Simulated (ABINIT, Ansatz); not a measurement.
# Converging GW for Li2H6Pt (Fm-3m) in ABINIT

Aim: raise bands and screening cutoff together for Li2H6Pt (Fm-3m) and follow gap and time.

Main program and level: ABINIT 10.8.3; LDA and many-body steps on it, plane waves.

## Step 1: The starting structure

The structure is cubic, space group Fm-3m (No. 225). Conventional cell: a = 6.650 Å, b = 6.650 Å, c = 6.650 Å, α = 90.00°, β = 90.00°, γ = 90.00°. Nearest to Li lie 12 H at 2.35 Å. H has 1 Pt at 1.63 Å nearest. Pt has 6 H at 1.63 Å nearest. Farther neighbours are not listed.

The cell and positions are those that the Materials Project relaxed with its own functionals (PBE, PBE+U or r2SCAN), kept fixed. Spin-orbit coupling is left out unless a step names it.

## Step 2: Empty states on the mesh, 4×4×4 mesh, 142 bands

This step: ABINIT 10.8.3; DFT, LDA, plane waves, norm-conserving pseudopotentials.

The sums over transitions need many empty states on a uniform mesh; this step solves for them.

The input, run.abi:

```
acell 3*1.0 Angstrom
rprim 
  -0.000000000000 3.324927160000 3.324927160000
  3.324927160000 0.000000000000 3.324927160000
  3.324927160000 3.324927160000 0.000000000000
ntypat 3
znucl 3 1 78
natom 9
typat 1 1 2 2 2 2 2 2 3
xred 
  0.750000000000 0.750000000000 0.750000000000
  0.250000000000 0.250000000000 0.250000000000
  0.754787880000 0.754787880000 0.245212120000
  0.245212120000 0.754787880000 0.245212120000
  0.754787880000 0.245212120000 0.245212120000
  0.245212120000 0.245212120000 0.754787880000
  0.754787880000 0.245212120000 0.754787880000
  0.245212120000 0.754787880000 0.754787880000
  0.000000000000 0.000000000000 0.000000000000
pp_dirpath "pseudos"
pseudos "Li.upf, H.upf, Pt.upf"
ecut 34
ngkpt 4 4 4
nshiftk 1
shiftk 0 0 0
kptopt 1
chksymbreak 0
irdden 1
istwfk *1
nband 142
prtvol 0
optdriver 6
gwr_task "HDIAGO"
paral_kgb 0
occopt 1
indata_prefix "in"
outdata_prefix "out"
tmpdata_prefix "tmp"
```

Run with:

```
OMP_NUM_THREADS=1 mpirun -n 4 abinit run.abi > log
```

Log:

```text
.Version 10.8.3 of ABINIT. v10.8.2 released Aug 2026.

 Symmetries : space group Fm -3 m (#225); Bravais cF (face-center cubic)
[... echo of the input left out ...]
== DATASET  1 ==================================================================
-   mpi_nproc: 4, omp_nthreads: 1 (-1 if OMP is not activated)

--- !DatasetInfo
iteration_state: {dtset: 1, }
dimensions: {natom: 9, nkpt: 8, mband: 142, nsppol: 1, nspinor: 1, nspden: 1, mpw: 4723, }
cutoff_energies: {ecut:  34.0, pawecutdg:  -1.0, }
[...]
Indirect band gap semiconductor
 Fundamental gap:     2.757 (eV)
   VBM:     1.410 (eV) at k: [-2.5000E-01,  2.5000E-01,  0.0000E+00]
   CBM:     4.168 (eV) at k: [ 5.0000E-01,  5.0000E-01,  0.0000E+00]
 Direct gap:         4.334 (eV) at k: [ 5.0000E-01,  5.0000E-01,  0.0000E+00]

== END DATASET(S) ==============================================================
================================================================================

 -outvars: echo values of variables after computation  --------
           etotal      0.0000000000E+00
            nband         142
             nkpt           8
          spgroup         225
 [... the other variables as echoed above ...]

 Calculation completed.
```

The job ended after 2.5 min (4 MPI ranks of Arm Neoverse V1, shared host; peak memory 5 GiB; 9.9 min of CPU time).

Numbers from this step:

| Quantity | Value |
| --- | --- |
| gap | 2.757 eV |
| k of the valence top | -0.25, 0.25, 0 |
| k of the conduction bottom | 0.5, 0.5, 0 |
| least direct gap | 4.334 eV |
| k points computed | 8 |
| lowest point of the top converged band, above the valence top | 73.4565 eV |

On this mesh the gap is 2.757 eV.

The density comes from a self-consistent run that is not shown.

## Step 3: Screening, 4×4×4 mesh, 29 bands, screening to 62.6 eV

The RPA dielectric matrix is built and inverted for each q.

This step: RPA screening on LDA, plane waves, norm-conserving pseudopotentials.

run.abi, as its differences from that of step 2:

```diff
@@ -27,10 +27,11 @@
 chksymbreak 0
-irdden 1
 istwfk *1
-nband 142
-prtvol 0
-optdriver 6
-gwr_task "HDIAGO"
-paral_kgb 0
 occopt 1
+irdwfk 1
+optdriver 3
+nband 29
+ecuteps 2.3
+inclvkb 2
+awtr 1
+symchi 1
 indata_prefix "in"
```

Log:

```text
.Version 10.8.3 of ABINIT. v10.8.2 released Aug 2026.

 Symmetries : space group Fm -3 m (#225); Bravais cF (face-center cubic)
[... echo of the input left out ...]
== DATASET  1 ==================================================================
-   mpi_nproc: 4, omp_nthreads: 1 (-1 if OMP is not activated)

--- !DatasetInfo
iteration_state: {dtset: 1, }
dimensions: {natom: 9, nkpt: 8, mband: 29, nsppol: 1, nspinor: 1, nspden: 1, mpw: 4723, }
cutoff_energies: {ecut:  34.0, pawecutdg:  -1.0, }
electrons: {nelect:   3.00000000E+01, charge:   0.00000000E+00, occopt:   1.00000000E+00, tsmear:   1.00000000E-02, }

 SCREENING: Calculation of the susceptibility and dielectric matrices

 Based on a program developped by R.W. Godby, V. Olevano, G. Onida, and L. Reining.
 Incorporated in ABINIT by V. Olevano, G.-M. Rignanese, and M. Torrent.
.Using double precision arithmetic ; gwpc =  8

[... cell and pseudopotentials left out ...]
--------------------------------------------------------------------------------

 ==== K-mesh for the wavefunctions ====
 Number of points in the irreducible wedge :     8
[... list of points left out ...]
 Together with 48 symmetry operations and time-reversal symmetry
 yields    64 points in the full Brillouin Zone.

 ==== Q-mesh for the screening function ====
 Number of points in the irreducible wedge :     8
[... list of points left out ...]
 Together with 48 symmetry operations and time-reversal symmetry
 yields    64 points in the full Brillouin Zone.

 setmesh: FFT mesh size selected  =    30x   30x   30
          total number of points  =        27000

 vcoul_init : cutoff-mode = AUXILIARY_FUNCTION
 q-points for optical limit:   1
     1)      0.000010    0.000020    0.000030

- screening: taking advantage of time-reversal symmetry
- Maximum band index for partially occupied states nbvw = 15
- Remaining bands to be divided among processors   nbcw = 14
- Number of bands treated by each node ~3

 Number of electrons calculated from density =   30.0000; Expected =   30.0000
 average of density, n =  0.060471
 r_s =    1.5805
 omega_plasma =   23.7208 [eV]

 calculating chi0 at frequencies [eV] :
  1    0.000000E+00    0.000000E+00
  2    0.000000E+00    2.372082E+01

--------------------------------------------------------------------------------
  q-point number  1        q = ( 0.000000, 0.000000, 0.000000) [r.l.u.]
--------------------------------------------------------------------------------
[... chi0 elements left out ...]
 For q-point:  0.000010 0.000020 0.000030
  dielectric constant =   4.1953
  dielectric constant without local fields =   4.9969

  Average fulfillment of the sum rule on Im[epsilon] for q-point    1 :     21.23  [%]
[... wings left out ...]
  q-point number  2        q = ( 0.250000, 0.000000, 0.000000) [r.l.u.]
--------------------------------------------------------------------------------
[... chi0 elements left out ...]
  Average fulfillment of the sum rule on Im[epsilon] for q-point    2 :     41.91  [%]

 [... 6 further q-points ...]
```

Wall time 8.6 s (4 MPI ranks); peak memory 0.84 GiB; 34 s of CPU time.

Numbers from this step:

```
ε∞ with local fields, on this mesh, along the program's q direction : 4.195
the same without local fields                                       : 4.997
plasma frequency                                                    : 23.72 eV
plane waves in the screening matrix                                 : 65
```

Local fields lower ε∞ by 16 %.

## Step 4: 29 bands, 62.6 eV

The self-energy is evaluated for the states that the input lists, and the levels follow from it, in one-shot runs by the linearised quasiparticle equation.

This step: G0W0 on LDA, plane waves, norm-conserving pseudopotentials.

run.abi, as its differences from that of step 3:

```diff
@@ -30,8 +30,19 @@
 irdwfk 1
-optdriver 3
+optdriver 4
 nband 29
+gwcalctyp 0
+ecutsigx 34
+symsigma 1
+nkptgw 3
+kptgw 
+  -0.2500000000 0.2500000000 0.0000000000
+  0.5000000000 0.5000000000 0.0000000000
+  0.0000000000 0.0000000000 0.0000000000
+bdgw 
+  14 17
+  14 17
+  13 19
 ecuteps 2.3
-inclvkb 2
-awtr 1
-symchi 1
+irdscr 1
+ppmodel 1
 indata_prefix "in"
```

Log:

```text
.Version 10.8.3 of ABINIT. v10.8.2 released Aug 2026.

 Symmetries : space group Fm -3 m (#225); Bravais cF (face-center cubic)
[... echo of the input left out ...]
== DATASET  1 ==================================================================
-   mpi_nproc: 4, omp_nthreads: 1 (-1 if OMP is not activated)

--- !DatasetInfo
iteration_state: {dtset: 1, }
dimensions: {natom: 9, nkpt: 8, mband: 29, nsppol: 1, nspinor: 1, nspden: 1, mpw: 4723, }
cutoff_energies: {ecut:  34.0, pawecutdg:  -1.0, }
electrons: {nelect:   3.00000000E+01, charge:   0.00000000E+00, occopt:   1.00000000E+00, tsmear:   1.00000000E-02, }

 SIGMA: Calculation of the GW corrections

 Based on a program developped by R.W. Godby, V. Olevano, G. Onida, and L. Reining.
 Incorporated in ABINIT by V. Olevano, G.-M. Rignanese, and M. Torrent.
.Using double precision arithmetic ; gwpc =  8

[... cell and pseudopotentials left out ...]
--------------------------------------------------------------------------------

 ==== K-mesh for the wavefunctions ====
 Number of points in the irreducible wedge :     8
[... list of points left out ...]
 Together with 48 symmetry operations and time-reversal symmetry
 yields    64 points in the full Brillouin Zone.

 ==== Q-mesh for screening function ====
 Number of points in the irreducible wedge :     8
[... list of points left out ...]
 Together with 48 symmetry operations and time-reversal symmetry
 yields    64 points in the full Brillouin Zone.

 vcoul_init : cutoff-mode = AUXILIARY_FUNCTION
 q-points for optical limit:   1
     1)      0.000010    0.000020    0.000030
 setmesh: FFT mesh size selected  =    48x   48x   48
          total number of points  =       110592

 Number of electrons calculated from density =   30.0000; Expected =   30.0000
 average of density, n =  0.060471
 r_s =    1.5805
 omega_plasma =   23.7208 [eV]

 === KS Band Gaps ===
  >>>> For spin  1
   Minimum direct gap =   4.3344 [eV], located at k-point      :   0.5000  0.5000  0.0000
   Fundamental gap    =   2.7574 [eV], Top of valence bands at :  -0.2500  0.2500  0.0000
                                       Bottom of conduction at :   0.5000  0.5000  0.0000
 SIGMA fundamental parameters:
 PLASMON POLE MODEL  1
 number of plane-waves for SigmaX                 4693
 number of plane-waves for SigmaC and W             65
 number of plane-waves for wavefunctions          4693
 number of bands                                    29
 number of independent spin polarizations            1
 number of spinorial components                      1
 number of k-points in IBZ                           8
 number of q-points in IBZ                           8
 number of symmetry operations                      48
 number of k-points in BZ                           64
 number of q-points in BZ                           64
 number of frequencies for dSigma/dE                 9
 frequency step for dSigma/dE [eV]                0.25
 number of omega for Sigma on real axis              0
 max omega for Sigma on real axis  [eV]           0.00
 zcut for avoiding poles [eV]                     0.10

 EPSILON^-1 parameters (SCR file):
 dimension of the eps^-1 matrix on file             65
 dimension of the eps^-1 matrix used                65
 number of plane-waves for wavefunctions          4693
 number of bands                                    29
 number of q-points in IBZ                           8
 number of frequencies                               2
 number of real frequencies                          1
 number of imag frequencies                          1

 matrix elements of self-energy operator (all in [eV])

 Perturbative Calculation

--- !SelfEnergy_ee
iteration_state: {dtset: 1, }
kpoint     : [  -0.250,    0.250,    0.000, ]
spin       : 1
KS_gap     :    5.309
QP_gap     :    7.344
Delta_QP_KS:    2.035
data: !SigmaeeData |
     Band     E0 <VxcDFT>   SigX SigC(E0)      Z dSigC/dE  Sig(E)    E-E0       E
       14   0.295 -14.786 -18.648   3.495   0.799  -0.252 -15.079  -0.293   0.002
       15   1.410 -12.321 -15.301   2.622   0.818  -0.223 -12.614  -0.293   1.117
       16   6.719 -12.843  -8.443  -2.295   0.828  -0.208 -11.101   1.742   8.461
       17   6.814 -13.436  -8.908  -2.316   0.824  -0.214 -11.615   1.821   8.635

--- !SelfEnergy_ee
iteration_state: {dtset: 1, }
kpoint     : [   0.500,    0.500,    0.000, ]
spin       : 1
KS_gap     :    4.334
QP_gap     :    6.464
Delta_QP_KS:    2.129
data: !SigmaeeData |
     Band     E0 <VxcDFT>   SigX SigC(E0)      Z dSigC/dE  Sig(E)    E-E0       E
       14  -0.167 -11.272 -14.761   2.858   0.805  -0.242 -11.780  -0.508  -0.675
       15  -0.167 -11.272 -14.761   2.858   0.805  -0.242 -11.780  -0.508  -0.675
[...]
--- !SelfEnergy_ee
iteration_state: {dtset: 1, }
kpoint     : [   0.000,    0.000,    0.000, ]
spin       : 1
KS_gap     :    6.656
QP_gap     :    9.017
Delta_QP_KS:    2.361
data: !SigmaeeData |
     Band     E0 <VxcDFT>   SigX SigC(E0)      Z dSigC/dE  Sig(E)    E-E0       E
[...]
17   8.657 -10.863  -6.051  -2.617   0.837  -0.195  -9.026   1.836  10.493
       18   8.657 -10.863  -6.051  -2.617   0.837  -0.195  -9.026   1.836  10.493
       19   8.657 -10.863  -6.051  -2.617   0.837  -0.195  -9.026   1.836  10.493

== END DATASET(S) ==============================================================
================================================================================

 -outvars: echo values of variables after computation  --------
           etotal      0.0000000000E+00
            nband          29
             nkpt           8
          spgroup         225
 [... the other variables as echoed above ...]

 Calculation completed.
```

Wall time 5.7 s (4 MPI ranks); peak memory 0.83 GiB.

This step gave:

```yaml
g0w0_gap_on_the_points_computed: 4.672 eV
starting_gap_on_the_mesh: 2.757 eV
k_of_the_valence_top: -0.25, 0.25, 0
k_of_the_conduction_bottom: 0.5, 0.5, 0
z_at_the_valence_top: 0.818
z_at_the_conduction_bottom: 0.829
least_direct_g0w0_gap_on_the_computed_points: 6.464 eV
```

The gap on the mesh goes from 2.76 eV to 4.67 eV, a correction of +1.91 eV.

## Step 5: Screening, 4×4×4 mesh, 63 bands, screening to 114.3 eV

This step: RPA screening on LDA, plane waves, norm-conserving pseudopotentials.

run.abi, as its differences from that of step 4:

```diff
@@ -30,19 +30,8 @@
 irdwfk 1
-optdriver 4
-nband 29
-gwcalctyp 0
-ecutsigx 34
-symsigma 1
-nkptgw 3
-kptgw 
-  -0.2500000000 0.2500000000 0.0000000000
-  0.5000000000 0.5000000000 0.0000000000
-  0.0000000000 0.0000000000 0.0000000000
-bdgw 
-  14 17
-  14 17
-  13 19
-ecuteps 2.3
-irdscr 1
-ppmodel 1
+optdriver 3
+nband 63
+ecuteps 4.2
+inclvkb 2
+awtr 1
+symchi 1
 indata_prefix "in"
```

Log:

```text
.Version 10.8.3 of ABINIT. v10.8.2 released Aug 2026.

 Symmetries : space group Fm -3 m (#225); Bravais cF (face-center cubic)
[... echo of the input left out ...]
== DATASET  1 ==================================================================
-   mpi_nproc: 4, omp_nthreads: 1 (-1 if OMP is not activated)

--- !DatasetInfo
iteration_state: {dtset: 1, }
dimensions: {natom: 9, nkpt: 8, mband: 63, nsppol: 1, nspinor: 1, nspden: 1, mpw: 4723, }
cutoff_energies: {ecut:  34.0, pawecutdg:  -1.0, }
electrons: {nelect:   3.00000000E+01, charge:   0.00000000E+00, occopt:   1.00000000E+00, tsmear:   1.00000000E-02, }

 SCREENING: Calculation of the susceptibility and dielectric matrices

 Based on a program developped by R.W. Godby, V. Olevano, G. Onida, and L. Reining.
 Incorporated in ABINIT by V. Olevano, G.-M. Rignanese, and M. Torrent.
.Using double precision arithmetic ; gwpc =  8

[... cell and pseudopotentials left out ...]
--------------------------------------------------------------------------------

 ==== K-mesh for the wavefunctions ====
 Number of points in the irreducible wedge :     8
[... list of points left out ...]
 Together with 48 symmetry operations and time-reversal symmetry
 yields    64 points in the full Brillouin Zone.

 ==== Q-mesh for the screening function ====
 Number of points in the irreducible wedge :     8
[... list of points left out ...]
 Together with 48 symmetry operations and time-reversal symmetry
 yields    64 points in the full Brillouin Zone.

 setmesh: FFT mesh size selected  =    32x   32x   32
          total number of points  =        32768

 vcoul_init : cutoff-mode = AUXILIARY_FUNCTION
 q-points for optical limit:   1
     1)      0.000010    0.000020    0.000030

- screening: taking advantage of time-reversal symmetry
- Maximum band index for partially occupied states nbvw = 15
- Remaining bands to be divided among processors   nbcw = 48
- Number of bands treated by each node ~12

 Number of electrons calculated from density =   30.0000; Expected =   30.0000
 average of density, n =  0.060471
 r_s =    1.5805
 omega_plasma =   23.7208 [eV]

 calculating chi0 at frequencies [eV] :
  1    0.000000E+00    0.000000E+00
  2    0.000000E+00    2.372082E+01

--------------------------------------------------------------------------------
  q-point number  1        q = ( 0.000000, 0.000000, 0.000000) [r.l.u.]
--------------------------------------------------------------------------------
[... chi0 elements left out ...]
 For q-point:  0.000010 0.000020 0.000030
  dielectric constant =   4.2235
  dielectric constant without local fields =   5.1559

  Average fulfillment of the sum rule on Im[epsilon] for q-point    1 :     51.65  [%]
[... wings left out ...]
  q-point number  2        q = ( 0.250000, 0.000000, 0.000000) [r.l.u.]
--------------------------------------------------------------------------------
[... chi0 elements left out ...]
  Average fulfillment of the sum rule on Im[epsilon] for q-point    2 :     68.28  [%]

 [... 6 further q-points ...]
```

Run time: 22 s. Hardware: 4 MPI ranks; peak memory 1 GiB.

Numbers from this step:

| Item | Value |
| --- | --- |
| ε∞ with local fields, on this mesh, along the program's q direction | 4.223 |
| the same without local fields | 5.156 |
| plasma frequency | 23.72 eV |
| plane waves in the screening matrix | 181 |

(Part 1 of 2 ends here.)

[Paths, hosts, dates, memory and timing lines, banners, echoed tables and standing remarks are left out of the program output.]

[Logs are printed without paths, hosts, clocks, repeated set-up lines and the standing remarks that a program may print on its own settings, such as how far it seeks lower states.]

[Runs of the session that timed out or met a known fault of the program may be left out.]

[No measured gap is set beside runs whose start may be inverted or whose files or cutoffs have a known fault.]

[Hosts, paths, dates, database ids (printed as entryN), source tags and the programs' standing remarks are cut or masked in the printed files.]

[G0W0 gaps are taken among the corrected bands and points alone; a level outside them can change the order at an edge.]

[Where Ansatz stands beside ABINIT at settings called matched, ABINIT's density can come from a denser mesh and the files from another edition; pairs whose starting gaps differed by over 0.03 eV were left out, so agreement reads better than it is.]
